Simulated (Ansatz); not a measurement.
# AgO (F-43m): a soft mode frozen in, part 2 of 3

Aim: this structure of AgO (F-43m) is to be tested for unstable modes, and one is followed downhill.

Ansatz 0.2.0; DFT PBEsol, scalar-relativistic, plane waves, PAW; PAW set soft_1.

So far, highest frequency on path, mesh or solved points (cm⁻¹): step 2 (the dispersion) 373. Also lowest frequency on the path (cm⁻¹): step 2 -72.0.

## (6) Relaxation from the frozen mode

Starting from the lowest point found, all atoms and the cell are let go, so that strain and other modes of the same symmetry can join in.

Input file input.yaml:

```yaml
crystal:
  lattice:
    - [0.0, 2.4749891092, 2.4749891092]
    - [-4.9499782184, 0.0, 0.0]
    - [0.0, -4.9499782184, 4.9499782184]
  atoms:
    - { symbol: Ag, position: [0.0, 0.0, 0.0214200314] }
    - { symbol: Ag, position: [0.0, 0.0, 0.4785799686] }
    - { symbol: Ag, position: [0.5, 0.5441025888, 0.25] }
    - { symbol: Ag, position: [0.5, 0.4558974112, 0.75] }
    - { symbol: O, position: [0.5, 0.75, -0.0314271063] }
    - { symbol: O, position: [0.5, 0.75, 0.5314271063] }
    - { symbol: O, position: [0.0, 0.274106376, 0.25] }
    - { symbol: O, position: [0.0, 0.225893624, 0.75] }
kpoints:
  mp_grid: { grid: [10, 8, 6] }
hamiltonian:
  xc: pbesol
  pseudopotentials: { kind: paw, azcp: { folder: soft_1 }, xc_functional: pbe }
scf:
  occupations: { method: methfessel_paxton, width: 0.2 }
output:
  forces: true
  stress: true
  eigenvalues: true
relax:
  adjacent_minimum: "off"
  f_tol: 0.002
  max_steps: 120
  cell: { stress_tol: 0.03 }
```

On the command line:

```bash
$ ansatz run input.yaml --threads 4 --pin off --max-ram 10240MiB --backend cpu --events-out ev --progress --plain --runs-dir out
```

Standard output:

```text
[...]
Crystal: 8 atoms, lattice volume = 121.286 Å³
Basis set: ecut = 420 eV, 2377 PW (Γ), exchange–correlation on 48×72×96 points (8 copies of the dense FFT grid, shifted against one another)
Bands: 60, of which v1, the nominal top of the filled ones, is band 50 counted from 1 (49 counted from 0)
Symmetry: 4 space group operations
[...]
k-points: 120 of 480 (time reversal used)
[...]
SCF iter   1: F=—  HF=-32321.812249 eV  |F-HF|=—  |Δ(HF+E_count)|=         —  Δρ=8.44e-2  dr2=1.21e1  ethr=3.10e-3  ⟨swp⟩=5.4  Hψ=22218  notcnv=0  defer=61
[...]
SCF iter  12: F=-32320.561426 eV  HF=-32320.561427 eV  |F-HF|=4.42e-8  |Δ(HF+E_count)|=   6.66e-9  S|Δr|=    0.00e0  Δρ=5.38e-6  dr2=4.82e-8  ethr=1.00e-10  ⟨swp⟩=9.8  Hψ=25200  notcnv=0
SCF 1 converged in 12 iterations: F = -32320.561426 eV  dr2 = 4.82e-8
[...]
relax step   1: F+E_penalty+E_count = -32320.56142646 eV  Δ(F+E_penalty+E_count) = +0.000e0 eV  max|allowed force component| = 4.066e-1 eV/Å  Δτ_max = 0.0000 Å  P = -1.977 GPa  Ω = 121.286 Å³  (12 SCF iters, dr2 threshold 1.00e-7 eV, accepted)
Crystal: 8 atoms, lattice volume = 118.681 Å³
Basis set: ecut = 420 eV, 2313 PW (Γ), exchange–correlation on 48×72×96 points (8 copies of the dense FFT grid, shifted against one another)
[...]
iter 1 solved again at ethr=5.77e-5 eV; its pass at ethr=3.10e-3 eV (dr2=5.77e-2 eV) is discarded
[...]
SCF iter   8: F=-32320.635886 eV  HF=-32320.635886 eV  |F-HF|=6.60e-7  |Δ(HF+E_count)|=   9.88e-7  S|Δr|=    0.00e0  Δρ=2.26e-5  dr2=7.69e-7  ethr=8.00e-10  ⟨swp⟩=2.6  Hψ=25322  notcnv=0
SCF 2 converged in 8 iterations: F = -32320.635886 eV  dr2 = 7.69e-7
relax step   2: F+E_penalty+E_count = -32320.63588557 eV  Δ(F+E_penalty+E_count) = -7.446e-2 eV  max|allowed force component| = 3.937e-1 eV/Å  Δτ_max = 0.0618 Å  P = -0.232 GPa  Ω = 118.681 Å³  energy of the carried Pulay correction = +5.237e-3 eV  (8 SCF iters, dr2 threshold 8.00e-7 eV, accepted)
Crystal: 8 atoms, lattice volume = 115.063 Å³
Basis set: ecut = 420 eV, 2229 PW (Γ), exchange–correlation on 48×72×96 points (8 copies of the dense FFT grid, shifted against one another)
[...]
SCF iter   9: F=-32320.754891 eV  HF=-32320.754891 eV  |F-HF|=3.83e-7  |Δ(HF+E_count)|=   9.93e-7  S|Δr|=    0.00e0  Δρ=2.09e-5  dr2=5.20e-7  ethr=8.00e-10  ⟨swp⟩=7.2  Hψ=29399  notcnv=0
SCF 3 converged in 9 iterations: F = -32320.754891 eV  dr2 = 5.20e-7
[...]
relax step   3: F+E_penalty+E_count = -32320.75489095 eV  Δ(F+E_penalty+E_count) = -1.190e-1 eV  max|allowed force component| = 4.144e-1 eV/Å  Δτ_max = 0.1987 Å  P = +1.218 GPa  Ω = 115.063 Å³  energy of the carried Pulay correction = +1.270e-2 eV  (9 SCF iters, dr2 threshold 8.00e-7 eV, accepted)
[... from here on, the SCF cycles and remarks between the steps are left out ...]
relax step   4: F+E_penalty+E_count = -32320.83093293 eV  Δ(F+E_penalty+E_count) = -7.604e-2 eV  max|allowed force component| = 4.550e-1 eV/Å  Δτ_max = 0.1522 Å  P = +1.531 GPa  Ω = 113.506 Å³  energy of the carried Pulay correction = +1.598e-2 eV  (8 SCF iters, dr2 threshold 8.00e-7 eV, accepted)
relax step   5: F+E_penalty+E_count = -32320.84711628 eV  Δ(F+E_penalty+E_count) = -1.618e-2 eV  max|allowed force component| = 3.933e-1 eV/Å  Δτ_max = 0.1096 Å  P = +0.345 GPa  Ω = 114.493 Å³  energy of the carried Pulay correction = +1.390e-2 eV  (10 SCF iters, dr2 threshold 8.00e-7 eV, accepted)
relax step   6: F+E_penalty+E_count = -32320.87987495 eV  Δ(F+E_penalty+E_count) = -3.276e-2 eV  max|allowed force component| = 8.306e-2 eV/Å  Δτ_max = 0.0449 Å  P = +0.093 GPa  Ω = 115.085 Å³  energy of the carried Pulay correction = +1.266e-2 eV  (7 SCF iters, dr2 threshold 8.00e-7 eV, accepted)
relax step   7: F+E_penalty+E_count = -32320.88252279 eV  Δ(F+E_penalty+E_count) = -2.648e-3 eV  max|allowed force component| = 6.571e-2 eV/Å  Δτ_max = 0.0196 Å  P = -0.032 GPa  Ω = 115.161 Å³  energy of the carried Pulay correction = +1.250e-2 eV  (8 SCF iters, dr2 threshold 4.31e-7 eV, accepted)
relax step   8: F+E_penalty+E_count = -32320.88442465 eV  Δ(F+E_penalty+E_count) = -1.902e-3 eV  max|allowed force component| = 6.232e-2 eV/Å  Δτ_max = 0.0118 Å  P = +0.021 GPa  Ω = 115.176 Å³  energy of the carried Pulay correction = +1.246e-2 eV  (7 SCF iters, dr2 threshold 2.70e-7 eV, accepted)
relax step   9: F+E_penalty+E_count = -32320.89143269 eV  Δ(F+E_penalty+E_count) = -7.008e-3 eV  max|allowed force component| = 3.761e-2 eV/Å  Δτ_max = 0.0412 Å  P = +0.159 GPa  Ω = 115.060 Å³  energy of the carried Pulay correction = +1.271e-2 eV  (9 SCF iters, dr2 threshold 2.43e-7 eV, accepted)
relax step  10: F+E_penalty+E_count = -32320.90385797 eV  Δ(F+E_penalty+E_count) = -1.243e-2 eV  max|allowed force component| = 1.516e-1 eV/Å  Δτ_max = 0.0626 Å  P = -0.355 GPa  Ω = 115.030 Å³  energy of the carried Pulay correction = +1.277e-2 eV  (9 SCF iters, dr2 threshold 3.54e-7 eV, accepted)
relax step  11: F+E_penalty+E_count = -32320.93024583 eV  Δ(F+E_penalty+E_count) = -2.639e-2 eV  max|allowed force component| = 2.470e-1 eV/Å  Δτ_max = 0.0615 Å  P = -0.496 GPa  Ω = 113.603 Å³  energy of the carried Pulay correction = +1.578e-2 eV  (9 SCF iters, dr2 threshold 8.00e-7 eV, accepted)
relax step  12: F+E_penalty+E_count = -32321.01426701 eV  Δ(F+E_penalty+E_count) = -8.402e-2 eV  max|allowed force component| = 1.769e-1 eV/Å  Δτ_max = 0.1321 Å  P = -0.507 GPa  Ω = 111.243 Å³  energy of the carried Pulay correction = +2.083e-2 eV  (10 SCF iters, dr2 threshold 8.00e-7 eV, accepted)
relax step  13: F+E_penalty+E_count = -32321.08509480 eV  Δ(F+E_penalty+E_count) = -7.083e-2 eV  max|allowed force component| = 2.892e-1 eV/Å  Δτ_max = 0.1105 Å  P = -1.154 GPa  Ω = 108.562 Å³  energy of the carried Pulay correction = +2.671e-2 eV  (10 SCF iters, dr2 threshold 8.00e-7 eV, accepted)
relax step  14: F+E_penalty+E_count = -32321.14736371 eV  Δ(F+E_penalty+E_count) = -6.227e-2 eV  max|allowed force component| = 2.892e-1 eV/Å  Δτ_max = 0.1147 Å  P = +3.514 GPa  Ω = 102.296 Å³  energy of the carried Pulay correction = +4.098e-2 eV  (8 SCF iters, dr2 threshold 8.00e-7 eV, accepted)
relax step  15: F+E_penalty+E_count = -32321.20959792 eV  Δ(F+E_penalty+E_count) = -6.223e-2 eV  max|allowed force component| = 5.939e-1 eV/Å  Δτ_max = 0.1057 Å  P = +0.968 GPa  Ω = 99.541 Å³  energy of the carried Pulay correction = +4.751e-2 eV  (8 SCF iters, dr2 threshold 8.00e-7 eV, accepted)
[...]
relax step  30: F+E_penalty+E_count = -32322.25836775 eV  Δ(F+E_penalty+E_count) = +1.932e-2 eV  max|allowed force component| = 9.770e-2 eV/Å  Δτ_max = 0.0220 Å  P = -1.610 GPa  Ω = 99.754 Å³  energy of the carried Pulay correction = +4.700e-2 eV  (7 SCF iters, dr2 threshold 8.00e-7 eV, rejected (line search))
relax step  31: F+E_penalty+E_count = -32322.28119964 eV  Δ(F+E_penalty+E_count) = -3.509e-3 eV  max|allowed force component| = 5.454e-2 eV/Å  Δτ_max = 0.0189 Å  P = +0.898 GPa  Ω = 98.973 Å³  energy of the carried Pulay correction = +4.888e-2 eV  (11 SCF iters, accepted)
relax step  32: F+E_penalty+E_count = -32322.28177120 eV  Δ(F+E_penalty+E_count) = -5.716e-4 eV  max|allowed force component| = 5.316e-3 eV/Å  Δτ_max = 0.0126 Å  P = +0.006 GPa  Ω = 99.576 Å³  energy of the carried Pulay correction = +4.743e-2 eV  (6 SCF iters, dr2 threshold 8.00e-7 eV, accepted)
relax step  33: F+E_penalty+E_count = -32322.28172007 eV  Δ(F+E_penalty+E_count) = +5.113e-5 eV  max|allowed force component| = 2.263e-3 eV/Å  Δτ_max = 0.0035 Å  P = +0.004 GPa  Ω = 99.601 Å³  energy of the carried Pulay correction = +4.737e-2 eV  (8 SCF iters, dr2 threshold 1.77e-9 eV, accepted)
relax step  34: F+E_penalty+E_count = -32322.28172839 eV  Δ(F+E_penalty+E_count) = -8.315e-6 eV  max|allowed force component| = 1.637e-4 eV/Å  Δτ_max = 0.0009 Å  P = -0.000 GPa  Ω = 99.598 Å³  energy of the carried Pulay correction = +4.738e-2 eV  (7 SCF iters, dr2 threshold 3.20e-10 eV, accepted)
relax step  35: F+E_penalty+E_count = -32322.45400791 eV  Δ(F+E_penalty+E_count) = -1.723e-1 eV  max|allowed force component| = 1.411e-2 eV/Å  Δτ_max = 0.0000 Å  P = +2.147 GPa  Ω = 99.598 Å³  stress off target by 6.48e0 GPa  SCF on the basis re-selected at this cell (its energy is not comparable with the rows above)  (9 SCF iters)
relax step  36: F+E_penalty+E_count = -32322.50330615 eV  Δ(F+E_penalty+E_count) = -4.930e-2 eV  max|allowed force component| = 2.535e-2 eV/Å  Δτ_max = 0.0265 Å  P = +1.538 GPa  Ω = 98.693 Å³  energy of the carried Pulay correction = +1.456e-3 eV  (7 SCF iters, dr2 threshold 8.00e-7 eV, accepted)
relax step  37: F+E_penalty+E_count = -32322.52693275 eV  Δ(F+E_penalty+E_count) = -2.363e-2 eV  max|allowed force component| = 2.697e-2 eV/Å  Δτ_max = 0.0177 Å  P = -0.310 GPa  Ω = 99.503 Å³  energy of the carried Pulay correction = -6.975e-4 eV  (6 SCF iters, dr2 threshold 8.00e-7 eV, accepted)
relax step  38: F+E_penalty+E_count = -32322.52889067 eV  Δ(F+E_penalty+E_count) = -1.958e-3 eV  max|allowed force component| = 9.110e-3 eV/Å  Δτ_max = 0.0157 Å  P = +0.067 GPa  Ω = 99.086 Å³  energy of the carried Pulay correction = +2.594e-4 eV  (5 SCF iters, dr2 threshold 6.94e-7 eV, accepted)
relax step  39: F+E_penalty+E_count = -32322.52877569 eV  Δ(F+E_penalty+E_count) = +1.150e-4 eV  max|allowed force component| = 5.564e-3 eV/Å  Δτ_max = 0.0046 Å  P = -0.041 GPa  Ω = 99.161 Å³  energy of the carried Pulay correction = +9.004e-5 eV  (6 SCF iters, dr2 threshold 3.11e-8 eV, accepted)
relax step  40: F+E_penalty+E_count = -32322.52883370 eV  Δ(F+E_penalty+E_count) = -5.801e-5 eV  max|allowed force component| = 1.057e-3 eV/Å  Δτ_max = 0.0020 Å  P = +0.006 GPa  Ω = 99.141 Å³  energy of the carried Pulay correction = +1.370e-4 eV  (6 SCF iters, dr2 threshold 5.15e-9 eV, accepted)
relax step  41: F+E_penalty+E_count = -32322.53343382 eV  Δ(F+E_penalty+E_count) = -4.600e-3 eV  max|allowed force component| = 1.260e-3 eV/Å  Δτ_max = 0.0000 Å  P = +0.049 GPa  Ω = 99.141 Å³  stress off target by 2.66e-1 GPa  SCF on the basis re-selected at this cell (its energy is not comparable with the rows above)  (7 SCF iters)
relax step  42: F+E_penalty+E_count = -32322.53399316 eV  Δ(F+E_penalty+E_count) = -5.593e-4 eV  max|allowed force component| = 1.338e-3 eV/Å  Δτ_max = 0.0045 Å  P = +0.048 GPa  Ω = 99.041 Å³  energy of the carried Pulay correction = +1.854e-4 eV  (6 SCF iters, dr2 threshold 1.77e-7 eV, accepted)
relax step  43: F+E_penalty+E_count = -32322.53394380 eV  Δ(F+E_penalty+E_count) = +4.937e-5 eV  max|allowed force component| = 2.832e-4 eV/Å  Δτ_max = 0.0005 Å  P = +0.001 GPa  Ω = 99.065 Å³  energy of the carried Pulay correction = +1.250e-4 eV  (5 SCF iters, dr2 threshold 1.98e-8 eV, accepted)
[...]
SCF iter   6: F=-32322.533888 eV  HF=-32322.533888 eV  |F-HF|=3.64e-12  |Δ(HF+E_count)|=  1.82e-11  S|Δr|=    0.00e0  Δρ=1.45e-7  dr2=8.19e-12  ethr=1.00e-12  ⟨swp⟩=4.2  Hψ=30266  notcnv=0
SCF 44 converged in 6 iterations: F = -32322.533888 eV  dr2 = 8.19e-12
relax step  44: F+E_penalty+E_count = -32322.53388780 eV  Δ(F+E_penalty+E_count) = +5.600e-5 eV  max|allowed force component| = 2.800e-4 eV/Å  Δτ_max = 0.0000 Å  P = -0.002 GPa  Ω = 99.065 Å³  stress off target by 1.91e-2 GPa  SCF on the basis re-selected at this cell (its energy is not comparable with the rows above)  (6 SCF iters)
basis re-selected at this cell: Δ(F+E_penalty+E_count) = +5.600e-5 eV, ΔP = -0.003 GPa vs the last step (what re-selecting the basis moved, of the pressure what is left beyond the Pulay correction that the steps carried, after the strain that the cell walked since its last selection, with what the two solves' SCF thresholds leave and, on support functions, any second-order correction that the steps lacked; it is no m [...]
SCF converged after 6 iterations
[...]
Free energy (F): -32322.533888 eV
[...]
Internal energy: -32322.525338 eV  (E = F + TS)
E sigma→0 (E₀):  -32322.531750 eV
Entropy (-TS):   -0.008550 eV (-1.069 meV/atom)
Fermi energy:    13.100847 eV
[...]
--- Forces (eV/Å), atoms counted from 1 ---
  atom   1  Ag    -0.00000566    -0.00003813     0.00003813
  atom   2  Ag    -0.00000566     0.00003813    -0.00003813
  atom   3  Ag    -0.00011594    -0.00000000     0.00000000
  atom   4  Ag     0.00027997     0.00000000    -0.00000000
  atom   5  O     -0.00003957    -0.00002818     0.00002818
  atom   6  O     -0.00003957     0.00002818    -0.00002818
  atom   7  O      0.00004109     0.00000000    -0.00000000
  atom   8  O     -0.00011468    -0.00000000     0.00000000
  max |Σ_I F_I| component: 3.66e-8 eV/Å
--- Stress (GPa, compression-positive) ---
       -0.019066       0.000000      -0.000000
        0.000000       0.007133       0.004736
       -0.000000       0.004736       0.007133
  P = ⅓ Tr σ = -0.0016 GPa (-0.016 kbar)
--- Band table (eV; the first three rows and the last of 120) ---
  k-point 0: bands = [... 46 lower, 11.1978, 11.6371, 11.6514, 11.9343, 12.9955, 13.5078, 13.9740, 18.3616, ... 6 higher]
  k-point 1: bands = [... 46 lower, 11.2289, 11.6076, 11.6374, 11.9351, 12.9544, 13.3702, 14.2125, 17.6090, ... 6 higher]
  k-point 2: bands = [... 46 lower, 11.5280, 11.6281, 11.7344, 12.0184, 12.7100, 12.9895, 14.8806, 16.6868, ... 6 higher]
  k-point 119: bands = [... 46 lower, 12.3024, 12.3025, 13.2241, 13.2242, 13.7571, 13.7571, 19.4162, 19.4163, ... 6 higher]
--- Relaxed structure (41 steps of the walk, 39 accepted, 3 SCFs on fresh bases) ---
  F+E_penalty+E_count = -32322.53388780 eV   max|allowed force component| = 2.800e-4 eV/Å   (the final SCF, on the basis selected at the relaxed cell)
  cell:  # Å, volume = 99.0646 Å³
    - [0, 3.105693, 3.105693]
    - [-3.427996, 0, 0]
    - [0, -4.652534, 4.652534]
  atoms:
    - { symbol: Ag, position: [6.308066e-18, -0.125004, -9.022968e-7] }
    - { symbol: Ag, position: [0.0, -0.125004, 0.500001] }
    - { symbol: Ag, position: [0.5, 0.376476, 0.25] }
    - { symbol: Ag, position: [0.5, 0.373535, 0.750000] }
    - { symbol: O, position: [0.500000, 0.875002, -3.171520e-6] }
    - { symbol: O, position: [0.500000, 0.875002, 0.500003] }
    - { symbol: O, position: [0.0, 0.500532, 0.25] }
    - { symbol: O, position: [0.0, 0.249460, 0.750000] }
```

It took 17 min on 4 threads of Arm Neoverse V1, shared host; peak memory 0.87 GiB; 67 min of CPU time.

[end of part 2 of 3]

[Long decimals in the printed logs are rounded to 6 places.]

[Logs are printed without paths, hosts, clocks, repeated set-up lines and the standing remarks that a program may print on its own settings, such as how far it seeks lower states.]

[Hosts, paths, dates, database ids (printed as entryN), source tags and the programs' standing remarks are cut or masked in the printed files.]

[Where the starting crystal was built by hand or by swapping elements, it need not be the compound's stable phase.]
